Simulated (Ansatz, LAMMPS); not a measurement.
# Convergence of a linear-scaling basis for rapidly quenched Al54Cu46 (at. %) (111 atoms)

Aim: test how closely localised support functions follow the reference on rapidly quenched Al54Cu46 (at. %) (111 atoms), and at what cost. A setting counts as converged where the r.m.s. difference of forces stays under 1 % of the r.m.s. force.

Main program and level: Ansatz 0.2.0; Kohn-Sham DFT, PBE, PAW (set soft_2), plane waves.

## (1) The starting structure

The cell holds 111 atoms: 60 Al and 51 Cu. Cell: a = 11.739 Å, b = 11.739 Å, c = 11.739 Å, α = 90.0°, β = 90.0°, γ = 90.0°. It derives from Al20Cu17. 111 atoms (60 Al, 51 Cu) placed at random at 4.5 g/cm³, melted at 1800 K for 10 ps at fixed volume with the EAM Al-Cu potential (Cai and Ye, Phys. Rev. B 54, 8398 (1996)). Quenched from 1300 K to 300 K at 500 K/ps and zero pressure, held 5 ps, then minimised at fixed cell.

What the set-up can't give: The quench rate of 500 K/ps is many orders above laboratory rates, so the cell is likely richer in defects and strain than a real sample. The network of bonds at the start is that of the classical potential that made the cell, and needn't be the one that DFT or experiment would give. The electron count is odd and the run has no spin polarisation.

## (2) The classical run that made the cell

A classical potential makes the cell, at a small fraction of what the same run would cost in DFT.

This step: classical MD, EAM Al-Cu potential (Cai and Ye, Phys. Rev. B 54, 8398 (1996)) (LAMMPS 22 Jul 2025 - Update 4).

Input file in.lmp:

```
# melt-quench of Al60Cu51
units metal
atom_style atomic
boundary p p p
region box block 0 12.1529 0 12.1529 0 12.1529
create_box 2 box
mass 1 26.9815   # Al
mass 2 63.5460   # Cu
create_atoms 1 random 60 487918 NULL overlap 1.82 maxtry 2000
create_atoms 2 random 51 487925 NULL overlap 1.82 maxtry 2000
pair_style eam/alloy
pair_coeff * * AlCu.eam.alloy Al Cu
neigh_modify delay 0 every 1 check yes
thermo_style custom step time temp pe press density
thermo_modify norm yes
timestep 0.002
thermo 100
min_style cg
minimize 1e-4 1e-4 200 2000
reset_timestep 0
velocity all create 1800 487919 mom yes dist gaussian
fix lim all nve/limit 0.05
fix lan all langevin 1800 1800 0.2 487920 zero yes
thermo 500
run 1000 post no
unfix lim
unfix lan
thermo 833
fix md all nvt temp 1800 1800 0.2
run 5000 post no
unfix md
thermo 833
fix md all npt temp 1800 1300 0.2 iso 0 0 2
run 2500 post no
# [... 13 lines left out ...]
thermo 1250
fix md all npt temp 300 300 0.2 iso 0 0 2
run 2500 post no
unfix md
thermo 100
min_style cg
minimize 0 1e-3 2000 20000
write_dump all custom glass.dump id type xs ys zs modify sort id
```

Run with:

```bash
> lmp -in in.lmp -log none -nocite
```

Numbers of over 12 decimals in the logs are rounded to 6 here.

Log:

```text
LAMMPS (22 Jul 2025 - Update 4)
Created orthogonal box = (0 0 0) to (12.1529 12.1529 12.1529)
Created 60 atoms
Created 51 atoms
   Step          Time           Temp          PotEng         Press         Density
         0   0              0             -2.142614       357562.54      4.4959828
        71   0.142          0             -3.4904284     -82352.368      4.4959828
Loop time of 0.0388255 s on 1 core for 71 steps with 111 atoms
Minimization stats:
  Stopping criterion = energy tolerance
  Energy initial, next-to-last, final =
     -2.14261399701565  -3.49009407007833  -3.49042841397519
  Force two-norm initial, final = 76.020568 0.41619604
[... 48 lines left out ...]
     16250   32.5           305.75863     -3.5182939      5545.7796      4.9993125
     17000   34             321.48914     -3.5218306      1582.5752      4.987952
Loop time of 0.952751 s on 1 core for 2500 steps with 111 atoms
   Step          Time           Temp          PotEng         Press         Density
     17000   34             321.48914     -3.5218306      1582.5752      4.987952
     17020   34.04          321.48914     -3.5593135     -14185.688      4.987952
Loop time of 0.0254721 s on 1 core for 20 steps with 111 atoms
Minimization stats:
  Stopping criterion = linesearch alpha is zero
  Energy initial, next-to-last, final =
     -3.52183057619439   -3.5593135311525   -3.5593135311525
  Force two-norm initial, final = 6.2739533 0.088651638
  Iterations, force evaluations = 20 63
```

It took 7.4 s on 1 thread of Intel Xeon at 2.80GHz (Skylake/Cascade Lake), shared host; peak memory 0.35 GiB.

## (3) Plane-wave single point

The first run fixes the reference, at a cutoff of 420 eV.

Input file input.yaml:

```yaml
crystal:
  lattice:
    - [11.73944, 0.0, 0.0]
    - [0.0, 11.73944, 0.0]
    - [0.0, 0.0, 11.73944]
  atoms:
    - { symbol: Al, position: [0.0075, 0.47636, 0.82603] }
    - { symbol: Al, position: [0.31952, 0.83102, 0.81302] }
    - { symbol: Al, position: [0.03381, 0.71493, 0.46752] }
    - { symbol: Al, position: [0.18965, 0.22442, 0.06079] }
    - { symbol: Al, position: [0.21344, 0.17683, 0.64583] }
    - { symbol: Al, position: [0.61854, 0.81864, 0.57203] }
    - { symbol: Al, position: [0.75475, 0.69604, 0.02042] }
    - { symbol: Al, position: [0.59861, 0.72891, 0.18222] }
    - { symbol: Al, position: [0.32554, 0.93236, 0.30626] }
    - { symbol: Al, position: [0.60157, 0.05185, 0.61493] }
    - { symbol: Al, position: [0.88422, 0.90706, 0.92639] }
    - { symbol: Al, position: [0.06452, 0.36336, 0.6125] }
    - { symbol: Al, position: [0.49407, 0.77303, 0.39188] }
    - { symbol: Al, position: [0.72783, 0.78411, 0.80061] }
    - { symbol: Al, position: [0.02844, 0.97758, 0.16186] }
    - { symbol: Al, position: [0.4431, 0.22934, 0.62675] }
    - { symbol: Al, position: [0.05701, 0.6264, 0.25528] }
    - { symbol: Al, position: [0.72974, 0.13537, 0.27089] }
    - { symbol: Al, position: [0.77238, 0.90583, 0.19781] }
    - { symbol: Al, position: [0.28931, 0.37712, 0.53584] }
    - { symbol: Al, position: [0.24409, 0.51857, 0.35291] }
    - { symbol: Al, position: [0.82912, 0.74762, 0.57504] }
    - { symbol: Al, position: [0.11733, 0.40424, 0.18951] }
    - { symbol: Al, position: [0.47473, 0.91005, 0.13298] }
    - { symbol: Al, position: [0.98786, 0.21141, 0.2127] }
    - { symbol: Al, position: [0.82735, 0.64166, 0.22809] }
    - { symbol: Al, position: [0.66739, 0.50012, 0.13866] }
    - { symbol: Al, position: [0.5703, 0.34777, 0.99853] }
    - { symbol: Al, position: [0.25553, 0.06134, 0.86569] }
    - { symbol: Al, position: [0.11561, 0.86208, 0.92204] }
    - { symbol: Al, position: [0.78876, 0.56375, 0.75003] }
    - { symbol: Al, position: [0.65205, 0.56187, 0.57075] }
    - { symbol: Al, position: [0.17161, 0.79782, 0.64141] }
    - { symbol: Al, position: [0.32822, 0.16563, 0.43685] }
    - { symbol: Al, position: [0.84462, 0.08413, 0.06848] }
    - { symbol: Al, position: [0.23714, 0.97361, 0.53233] }
    - { symbol: Al, position: [0.77223, 0.16038, 0.49274] }
    - { symbol: Al, position: [0.98632, 0.93548, 0.53699] }
    - { symbol: Al, position: [0.50808, 0.75957, 0.93192] }
    - { symbol: Al, position: [0.09435, 0.24696, 0.82238] }
    - { symbol: Al, position: [0.74082, 0.22764, 0.92696] }
    - { symbol: Al, position: [0.9555, 0.52602, 0.06758] }
    - { symbol: Al, position: [0.52724, 0.17597, 0.82775] }
    - { symbol: Al, position: [0.17222, 0.44154, 0.96387] }
    - { symbol: Al, position: [0.36215, 0.38787, 0.06422] }
    - { symbol: Al, position: [0.43329, 0.11644, 0.235] }
    - { symbol: Al, position: [0.72, 0.35613, 0.36247] }
    - { symbol: Al, position: [0.96155, 0.29683, 0.00031] }
    - { symbol: Al, position: [0.60828, 0.10749, 0.07539] }
    - { symbol: Al, position: [0.83682, 0.40009, 0.57473] }
    - { symbol: Al, position: [0.25554, 0.99613, 0.08624] }
    - { symbol: Al, position: [0.64215, 0.38702, 0.77224] }
    - { symbol: Al, position: [0.62167, 0.5623, 0.35611] }
    - { symbol: Al, position: [0.44175, 0.50287, 0.25036] }
    - { symbol: Al, position: [0.81119, 0.96871, 0.67546] }
    - { symbol: Al, position: [0.25612, 0.74577, 0.4182] }
    - { symbol: Al, position: [0.95662, 0.16177, 0.62481] }
    - { symbol: Al, position: [0.43446, 0.46441, 0.85222] }
    - { symbol: Al, position: [0.93291, 0.67813, 0.8916] }
    - { symbol: Al, position: [0.1862, 0.57479, 0.5696] }
    - { symbol: Cu, position: [0.34258, 0.62651, 0.70537] }
    - { symbol: Cu, position: [0.02938, 0.48265, 0.42972] }
    - { symbol: Cu, position: [0.53768, 0.89128, 0.75824] }
    - { symbol: Cu, position: [0.46588, 0.58985, 0.05554] }
    - { symbol: Cu, position: [0.18957, 0.11972, 0.26386] }
    - { symbol: Cu, position: [0.71883, 0.76024, 0.3761] }
    - { symbol: Cu, position: [0.07759, 0.00431, 0.74024] }
    - { symbol: Cu, position: [0.68717, 0.02406, 0.84848] }
    - { symbol: Cu, position: [0.79222, 0.44713, 0.9476] }
    - { symbol: Cu, position: [0.40248, 0.17282, 0.02166] }
    - { symbol: Cu, position: [0.90208, 0.42989, 0.26233] }
    - { symbol: Cu, position: [0.55753, 0.16952, 0.41637] }
    - { symbol: Cu, position: [0.8402, 0.57383, 0.43539] }
    - { symbol: Cu, position: [0.62998, 0.32219, 0.5627] }
    - { symbol: Cu, position: [0.39705, 0.8044, 0.59882] }
    - { symbol: Cu, position: [0.92198, 0.04859, 0.34748] }
    - { symbol: Cu, position: [0.46822, 0.45446, 0.64011] }
    - { symbol: Cu, position: [0.97249, 0.81171, 0.73041] }
    [... 27 atom lines left out ...]
    - { symbol: Cu, position: [0.7643, 0.94779, 0.45046] }
    - { symbol: Cu, position: [0.45356, 0.98029, 0.48128] }
    - { symbol: Cu, position: [0.62179, 0.5678, 0.90705] }
    - { symbol: Cu, position: [0.32306, 0.3093, 0.26482] }
    - { symbol: Cu, position: [0.05466, 0.07483, 0.96794] }
    - { symbol: Cu, position: [0.87628, 0.32255, 0.77719] }
kpoints:
  mp_grid: { grid: [2, 2, 2] }
hamiltonian:
  xc: pbe
scf:
  occupations: { method: fermi_dirac, width: 0.1 }
output:
  forces: true
  stress: true
  populations: true
  dos:
    method: { smearing: { sigma: 0.08 } }
    de: 0.1
    projected: { site_lists: { Al: [Al], Cu: [Cu] } }
  eigenvalues: true
  write_density: true
  write_potential: true
  volumetric_format: npy
```

Run with:

```bash
> ansatz run input.yaml --threads 8 --pin off --max-ram 15872MiB --backend cpu --events-out ev --progress --plain --runs-dir out
```

Log:

```text
Engine: ansatz 0.2.0, aarch64-unknown-linux-gnu
Pseudopotentials: kind: paw
Pseudopotential: Al, paw, valence charge 3, recommended cutoff 420 eV (normal), Al.paw.azcp
Pseudopotential: Cu, paw, valence charge 19, recommended cutoff 420 eV (normal), Cu.paw.azcp
[... 5 lines on functional and potentials left out ...]
Crystal: 111 atoms, lattice volume = 1617.864 Å³
Basis set: ecut = 420 eV, 31463 PW (Γ), exchange–correlation on 160×160×160 points (8 copies of the dense FFT grid, shifted against one another)
Bands: 690, of which v1, the nominal top of the filled ones, is band 575 counted from 1 (574 counted from 0)
Symmetry: 1 space group operations
Space group: P1 (ITA 1), of the structure as read, at distance tolerance 1.2e-4 Å
k-points: 8
[... 5 lines on functional and potentials left out ...]
Initial density: superposition of atomic densities (neutral atoms: chi_scale 0, normalization atom), corrected by the library's trained network
Initial wavefunctions: pseudopotential atomic-orbital guess
Functional: x = pbe(κ = 0.804, μ = 0.219515), c = pbe(β = 0.066725)
SCF iter   1: F=—  HF=-370137.559309 eV  |F-HF|=—  |Δ(HF+E_count)|=         —  Δρ=2.69e-3  dr2=2.56e-1  ethr=1.77e-3  ⟨swp⟩=5.6  Hψ=21202  notcnv=0  defer=289
preconditioner: auto → Kerker (q_TF=auto, 2.577 Å⁻¹)  [metal: Δε(μ)=0.011 eV  Ē_g=6.579 eV  σ=0.100 eV  W_gap=0.03  n_scr=460 (ndim 8)  ℏωp=25.1 eV  f_vac=0.000  D(μ)=38.90/eV (n_scr^D=250)]
SCF iter   2: F=—  HF=-370137.551984 eV  |F-HF|=—  |Δ(HF+E_count)|=   7.33e-3  Δρ=1.34e-3  dr2=9.40e-2  ethr=2.23e-5  ⟨swp⟩=2.0  Hψ=6399  notcnv=0  defer=322
SCF iter   3: F=—  HF=-370137.546553 eV  |F-HF|=—  |Δ(HF+E_count)|=   5.43e-3  Δρ=1.20e-3  dr2=3.67e-2  ethr=8.18e-6  ⟨swp⟩=2.2  Hψ=8119  notcnv=0  defer=322
SCF iter   4: F=—  HF=-370137.541207 eV  |F-HF|=—  |Δ(HF+E_count)|=   5.35e-3  Δρ=1.72e-4  dr2=1.73e-3  ethr=3.19e-6  ⟨swp⟩=2.1  Hψ=7090  notcnv=0  defer=322
SCF iter   5: F=—  HF=-370137.541036 eV  |F-HF|=—  |Δ(HF+E_count)|=   1.71e-4  Δρ=1.00e-4  dr2=2.03e-4  ethr=1.50e-7  ⟨swp⟩=2.2  Hψ=8006  notcnv=0  defer=322
SCF iter   6: F=—  HF=-370137.541056 eV  |F-HF|=—  |Δ(HF+E_count)|=   1.98e-5  Δρ=6.37e-5  dr2=4.87e-5  ethr=1.77e-8  ⟨swp⟩=2.0  Hψ=8218  notcnv=0  defer=322
SCF iter   7: F=—  HF=-370137.540070 eV  |F-HF|=—  |Δ(HF+E_count)|=   9.86e-4  Δρ=1.72e-5  dr2=8.70e-6  ethr=4.24e-9  ⟨swp⟩=2.0  Hψ=9556  notcnv=0  defer=322
SCF iter   8: F=—  HF=-370137.540070 eV  |F-HF|=—  |Δ(HF+E_count)|=   4.72e-7  Δρ=5.29e-6  dr2=1.16e-6  ethr=7.57e-10  ⟨swp⟩=2.1  Hψ=7359  notcnv=0  defer=322
SCF iter   9: F=—  HF=-370137.540070 eV  |F-HF|=—  |Δ(HF+E_count)|=   1.12e-7  Δρ=3.91e-6  dr2=2.69e-7  ethr=1.01e-10  ⟨swp⟩=2.0  Hψ=7631  notcnv=0  defer=322
SCF iter  10: F=-370137.540070 eV  HF=-370137.540070 eV  |F-HF|=3.26e-8  |Δ(HF+E_count)|=   4.07e-8  Δρ=1.71e-6  dr2=4.52e-8  ethr=8.70e-12  ⟨swp⟩=12.4  Hψ=36085  notcnv=0
SCF 1 converged in 10 iterations: F = -370137.540070 eV  dr2 = 4.52e-8
  greatest PAW one-centre occupation: 1.000 electrons in one spin orbital (limit 2), on the Cu atom at site 66 (counted from 0), in its partial waves of l = 0
SCF converged after 10 iterations
Free energy (F): -370137.540070 eV
Harris-Foulkes:  -370137.540070 eV  (|F-HF|=3.26e-8)
Internal energy: -370136.249736 eV  (E = F + TS)
E sigma→0 (E₀):  -370136.894903 eV
Entropy (-TS):   -1.290333 eV (-11.625 meV/atom)
Fermi energy:    11.244142 eV
--- Per-component energies (eV) ---
  E_band       = -23033.413688
  E_kinetic    = 16640.497233
  E_local      = -310462.082124  (includes V_loc(G=0)·N_el)
  E_nonlocal   = 20450.060923
  E_hartree    = 140588.162337
  E_xc         = -6944.762811
  E_vxc        = -7622.482365  (∫ρ·V_xc dr)
  E_paw        = -112819.148006  (= ΣΔE_a)
  E_vpaw       = -23215.712132  (= ΣTr[D̂ρ^β])
  E_aug_tail   = 0.014266  (compensation charges beyond the density's cutoff)
  E_ewald      = -117588.991554
  E_smearing   = -1.290333  (= −TS)
  E_closure    = -0.000000  (closes the sum)
  Σ components = -370137.540070   (vs F -370137.540070, Δ=0.00e0)
--- Forces (eV/Å), atoms counted from 1 ---
  atom   1  Al    -0.40066240    -0.15829796    -0.39159872
  atom   2  Al     0.58493500    -0.13400245    -0.02311241
  atom   3  Al    -0.18973434    -0.33770194    -0.06064879
  atom   4  Al     0.12382456    -0.27760658    -0.00449752
  atom   5  Al     0.14305534    -0.34260122     0.08670248
  atom   6  Al    -0.22729074     0.21221178     0.19619572
  atom   7  Al    -0.06866969     0.14062733    -0.03432538
  atom   8  Al    -0.11022735    -0.12884776     0.18073449
  atom   9  Al    -0.26669771    -0.11616512     0.20228014
  atom  10  Al    -0.24485446     0.14934531     0.10551190
  atom  11  Al    -0.06737694     0.06099115    -0.11089789
  atom  12  Al     0.02693389     0.30053409    -0.19456483
  atom  13  Al    -0.22589247     0.12039997    -0.18031526
  atom  14  Al    -0.36229977    -0.00328633     0.03120613
[...]
atom 110  Cu     0.15560483    -0.17884290    -0.03877086
  atom 111  Cu     0.38016992     0.12239266     0.17022773
  max |Σ_I F_I| component: 6.98e-6 eV/Å
--- Stress (GPa, compression-positive) ---
       -1.618452      -0.018987       0.527686
       -0.018987      -1.976134      -0.328630
        0.527686      -0.328630      -1.757043
  P = ⅓ Tr σ = -1.7839 GPa (-17.839 kbar)
--- Band table (eV; the first three rows and the last of 8) ---
  k-point 0: bands = ["-102.2160", "-102.1858", "-102.1544", "-102.1409", [... 674 levels ...], "15.9887", "16.0232", "16.0724", "16.0822", "16.1127", "16.1836", "16.2085", "16.2270", "16.2542", "16.3379", "16.3603", "16.3763"]
[...]
--- Löwdin populations: 111 sites ---
  site symbol       q [e]
     0     Al      3.3215
     1     Al      3.5111
     2     Al      3.3405
[...]
110     Cu     18.4117
  spilling = 0.007073 (of n_electrons = 1149.000000)
```

Run time: 5.4 min. Hardware: 8 threads of Arm Neoverse V2, shared host; peak memory 12 GiB; 42 min of CPU time.

Reading the cycles: dr2 is the Hartree energy of the density residual (eV), the measure of convergence; HF is the Harris–Foulkes estimate of the energy, which meets the free energy F at convergence.

The program notes that it cut back its work space to fit the memory limit.

The run gave:

```yaml
free_energy: -370137.5401 eV
free_energy_per_atom: -3334.5724 eV/atom
scf_cycles: 10
pressure: -1.784 GPa
r_m_s_force_component: 0.2232 eV/Å
longest_force: 0.8538 eV/Å
fermi_energy: 11.24 eV
levels_partly_filled_by_over_2_per_cent: 122
spilling_of_the_projection: 0.007073
```

The r.m.s. force component of 0.22 eV/Å sets the scale for the differences below.

## (4) Support functions low

The cell is solved in localised support functions. The level low gives here a grid of 54×54×54 points and a radius of 3.75 Å.

This step: Kohn-Sham DFT, PBE, PAW (set soft_2), localised support functions (low) (Ansatz 0.2.0).

input.yaml, the sections that differ from step 3:

```yaml
scf:
  occupations: { method: fermi_dirac, width: 0.1 }
  eigensolver: { kind: { support_functions: { accuracy: low } } }
  max_iter: 150
output:
  forces: true
  eigenvalues: true
# crystal, kpoints, hamiltonian: as in step 3
```

Log:

```text
Warning: scf.eigensolver.kind.support_functions: disabling space-group detection — the functions' gradient is summed over unrotated k-points, so no spatial operation reduces the k-mesh or symmetrises the density; time reversal is kept, so that k and −k are solved as one point where they differ and the mesh holds both, and exact exchange and, on two spinor components, a DFT+U term hold to it where the run has them: [...]
settings of this run that can trade accuracy for cost: scf.eigensolver.kind.support_functions; scf.eigensolver.kind.support_functions.accuracy: low [...]
[...]
Crystal: 111 atoms, lattice volume = 1617.864 Å³
Basis set: ecut = 420 eV, 31463 PW (Γ), exchange–correlation on 160×160×160 points (8 copies of the dense FFT grid, shifted against one another)
Bands: 690, of which v1, the nominal top of the filled ones, is band 575 counted from 1 (574 counted from 0)
Symmetry: 1 space group operations
k-points: 8
[...]
Eigensolver: Support functions (low, 54×54×54 points, laid for a spacing of at most 0.228497 Å, radius 3.749157 Å, 1 species' potentials softened for the grid, 2 wholly corrected for its errors in the mean over positions, 2 with the egg-box correction, energy correction by stochastic trace)
[...]
SCF iter   1: F=—  HF=-370221.255266 eV  |F-HF|=—  |Δ(HF+E_count)|=         —  Δρ=3.09e-1  dr2=1.45e3  ethr=1.00e-1
[...]
SCF iter  16: F=-370137.657452 eV  HF=-370137.657453 eV  |F-HF|=4.17e-7  |Δ(HF+E_count)|=   4.36e-3  Δρ=5.67e-6  dr2=3.46e-7  ethr=1.95e-9
SCF 1 converged in 16 iterations: F = -370137.749095 eV  dr2 = 3.46e-7
[...]
SCF converged after 16 iterations
Stability not checked: this state was not tested for a lower state beside it, because the mixer in use, unlike msr1, does not test its closes by its own steps (another_mixer; see scf.mixing.algorithm and scf.lower_state_search)
Free energy (F): -370137.749095 eV
[...]
Internal energy: -370136.460142 eV  (E = F + TS)
E sigma→0 (E₀):  -370137.104618 eV
Entropy (-TS):   -1.288952 eV (-11.612 meV/atom)
Fermi energy:    11.243428 eV
[...]
--- Forces (eV/Å), atoms counted from 1 ---
  atom   1  Al    -0.40091248    -0.15854174    -0.39133873
  atom   2  Al     0.58464766    -0.13500635    -0.02287740
  atom   3  Al    -0.18966185    -0.33757828    -0.05998439
  atom   4  Al     0.12348518    -0.27658943    -0.00598761
  atom   5  Al     0.14344493    -0.34402031     0.08584286
  atom   6  Al    -0.22785192     0.21323209     0.19640917
  atom   7  Al    -0.06946189     0.14129728    -0.03337752
  atom   8  Al    -0.10919984    -0.12888497     0.17967358
  atom   9  Al    -0.26638670    -0.11633645     0.20169794
  atom  10  Al    -0.24431276     0.14922288     0.10485371
  atom  11  Al    -0.06672401     0.06129959    -0.11051790
  atom  12  Al     0.02627129     0.30119391    -0.19518726
  atom  13  Al    -0.22639635     0.12034986    -0.18049811
  atom  14  Al    -0.36246634    -0.00278328     0.03253668
[...]
atom 110  Cu     0.15494821    -0.17981470    -0.04103826
  atom 111  Cu     0.37862255     0.12075575     0.17027622
  max |Σ_I F_I| component: 1.78e-2 eV/Å
--- Band table (eV; the first three rows and the last of 8) ---
[...]
```

It took 3.3 min on 8 threads; peak memory 4.1 GiB.

The program notes that the band table was not solved further than the SCF left it, the correction for the support functions is uncertain and it switched symmetry off.

Keys that differ from the reference: support_functions.accuracy = "low" and scf.max_iter = 150.

Forces differ from the reference by 0.92 meV/Å r.m.s., 0.41 % of their size, within a tolerance of 1 %; the energy by -1.9 meV/atom.

[end of part 1 of 2]

[Logs are printed without paths, hosts, clocks, repeated set-up lines and the standing remarks that a program may print on its own settings, such as how far it seeks lower states.]

[Hosts, paths, dates, database ids (printed as entryN), source tags and the programs' standing remarks are cut or masked in the printed files.]
